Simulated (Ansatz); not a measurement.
# Direct or indirect: NaF (Fm-3m)

```cif
data_structure
_symmetry_space_group_name_H-M 'Fm-3m'
_symmetry_Int_Tables_number 225
_cell_length_a 4.6400
_cell_length_b 4.6400
_cell_length_c 4.6400
_cell_angle_alpha 90.000
_cell_angle_beta 90.000
_cell_angle_gamma 90.000
_cell_volume 99.90
loop_
_atom_site_label
_atom_site_type_symbol
_atom_site_symmetry_multiplicity
_atom_site_Wyckoff_symbol
_atom_site_fract_x
_atom_site_fract_y
_atom_site_fract_z
_atom_site_occupancy
Na1 Na 4 a 0.00000 0.00000 0.00000 1
F1 F 4 b 0.50000 0.00000 0.00000 1
```

Method: Ansatz, PBE, independent particles, without spin-orbit coupling, line width 0.2 eV (Gaussian). The band structure gives a fundamental gap of 6.29 eV. The spectrum of vertical transitions near the edge:

```json
{"E (eV)": "5.82", "Im ε, E ∥ xyz": "0.00"}
{"E (eV)": "5.94", "Im ε, E ∥ xyz": "0.00"}
{"E (eV)": "6.06", "Im ε, E ∥ xyz": "0.01"}
{"E (eV)": "6.18", "Im ε, E ∥ xyz": "0.04"}
{"E (eV)": "6.30", "Im ε, E ∥ xyz": "0.11"}
{"E (eV)": "6.42", "Im ε, E ∥ xyz": "0.22"}
{"E (eV)": "6.54", "Im ε, E ∥ xyz": "0.31"}
{"E (eV)": "6.66", "Im ε, E ∥ xyz": "0.39"}
{"E (eV)": "6.78", "Im ε, E ∥ xyz": "0.44"}
{"E (eV)": "6.90", "Im ε, E ∥ xyz": "0.48"}
{"E (eV)": "7.02", "Im ε, E ∥ xyz": "0.52"}
{"E (eV)": "7.14", "Im ε, E ∥ xyz": "0.55"}
{"E (eV)": "7.26", "Im ε, E ∥ xyz": "0.57"}
{"E (eV)": "7.38", "Im ε, E ∥ xyz": "0.59"}
{"E (eV)": "7.50", "Im ε, E ∥ xyz": "0.61"}
```

Task: Is the gap direct or indirect, and about where do vertical transitions set in?

Result: Direct: the band path has its least direct gap at the fundamental one, 6.29 eV, and the curves rise from there. Lines are broadened by 0.2 eV, which spreads the edge.

[Logs are printed without paths, hosts, clocks, repeated set-up lines and the standing remarks that a program may print on its own settings, such as how far it seeks lower states.]
